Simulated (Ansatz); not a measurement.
# TiSi2 (Cmcm): the Drude term of Re ε in the infrared

Re ε of TiSi2 (Cmcm) along x at low photon energies is read from one computed spectrum; the carriers' damping was typed as γ = 0.03 eV. x, y and z are the Cartesian axes of the input cell.

It takes space group Cmcm (No. 63, orthorhombic). The conventional cell has a = 3.530 Å, b = 13.519 Å, c = 3.565 Å, α = 90.00°, β = 90.00°, γ = 90.00°. Ti on site c is surrounded by 10 Si at 2.58 to 2.81 Å. Si on site c is surrounded by 4 Si at 2.51 Å and 4 Ti at 2.66 to 2.67 Å. Around Si on site c lie 2 Si at 2.38 Å and 4 Ti at 2.58 Å.

Method: Ansatz 0.2.0, PBE, independent particles, k-mesh 6×6×6 with interpolation inside its cells, Gaussian parameter 0.1 eV.

Launch of the response step: `ansatz run input.yaml --threads 4 --pin off --max-ram 8192MiB --backend cpu --events-out ev --progress --plain --runs-dir out`. The run took 2.4 min, on 4 threads of Arm Neoverse V1, with other jobs on the host.

```
photon energy E (eV)  wavelength (µm)    Re ε
                0.25             4.96       ?
                0.30             4.13  -135.8
                0.35             3.54  -103.3
                0.40             3.10   -78.5
                0.50             2.48   -39.7
                0.60             2.07   -13.2
                0.70             1.77     2.8
```

A Drude term over a constant background gives Re ε = ε_b − ωp²/(E² + γ²), linear in 1/(E² + γ²).

Working, on the rows shown:

| x = 1/(E² + γ²) (eV⁻²) | y = Re ε |
| --- | --- |
| 11.0011 | -135.8 |
| 8.10373 | -103.3 |
| 6.21504 | -78.5 |
| 3.98565 | -39.7 |
| 2.77085 | -13.2 |
| 2.03707 | 2.8 |

Means: x̄ = 5.6856, ȳ = -61.283. Σ(x − x̄)(y − ȳ) = -917.5, Σ(x − x̄)² = 59.08. Slope = -917.5 / 59.08 = -15.53; intercept = ȳ − slope · x̄ = 27.009. The line misses the rows shown by at most 9.

Problem. What does the fit predict for the withheld row, and how well does it do?

Solution. At x = 15.773 the line gives y = -217.93. The run gave -185.5, so the extrapolation is off by 32, 17 % of the range in the table. Beyond its data the fit drifts from the curve.

Refitted with all rows, the slope is -13.61 and the intercept 17.983. These give ωp = √(−slope) = 3.69 eV, against 3.64 eV from the program's Fermi-surface sum, and an intercept of 18.0. Taking the program's Drude term off the rows leaves 24 at the lowest energy and 30 at the highest, so the background isn't constant: interband transitions lie in or near the window, and neither fitted number can be trusted. The values come from a sum over the points of one k-mesh and carry its error, which is largest for Fermi-surface quantities.

[Logs are printed without paths, hosts, clocks, repeated set-up lines and the standing remarks that a program may print on its own settings, such as how far it seeks lower states.]
